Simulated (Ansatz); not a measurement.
# Is the response still linear at 0.25 V/Å? Al2SSe monolayer

The dipole of a slab grows in proportion to a weak field along its normal. Does the weak-field slope carry to a strong field?

Set-up. Ansatz 0.2.0, plane waves with PAW datasets (its set soft_2), PBE-D3(BJ); atoms held at their relaxed places, 18 Å of vacuum, dipole correction, cell area 11.47 Å², 18×18 k-points, smearing 0.05 eV. Without field the slab has a gap of 2.06 eV.

```
  run  field (V/Å)  dipole (e·Å)
run 1        −0.03      −0.01684
run 2         0.00      −0.00443
run 3         0.03       0.00797
run 4         0.25             ?
```

**Question.** What value belongs in the row marked “?”, and how far can the other rows tell?

A least-squares line through the 3 rows shown has slope 0.413500 and intercept −0.004433; no row lies more than 0.00001 e·Å off it. A perfect conductor with that slope would be 180.95 × 0.41350 / 11.47 = 6.52 Å thick. At 0.25 it gives 0.413500 × 0.25 + (−0.004433) = 0.09894 e·Å, beyond the rows fitted. Rounding and scatter of the rows alone allow about ±0.00004 e·Å there.

The run itself gives 0.09904 e·Å: a miss of +0.00010 e·Å. That is under 1 % of the induced dipole, so the response is still linear.

**Limits.** Ions are held, so this is the electronic response. Of the series that stay linear within 1 %, this collection keeps about one in seven, and it keeps all that bend.

[Logs are printed without paths, hosts, clocks, repeated set-up lines and the standing remarks that a program may print on its own settings, such as how far it seeks lower states.]
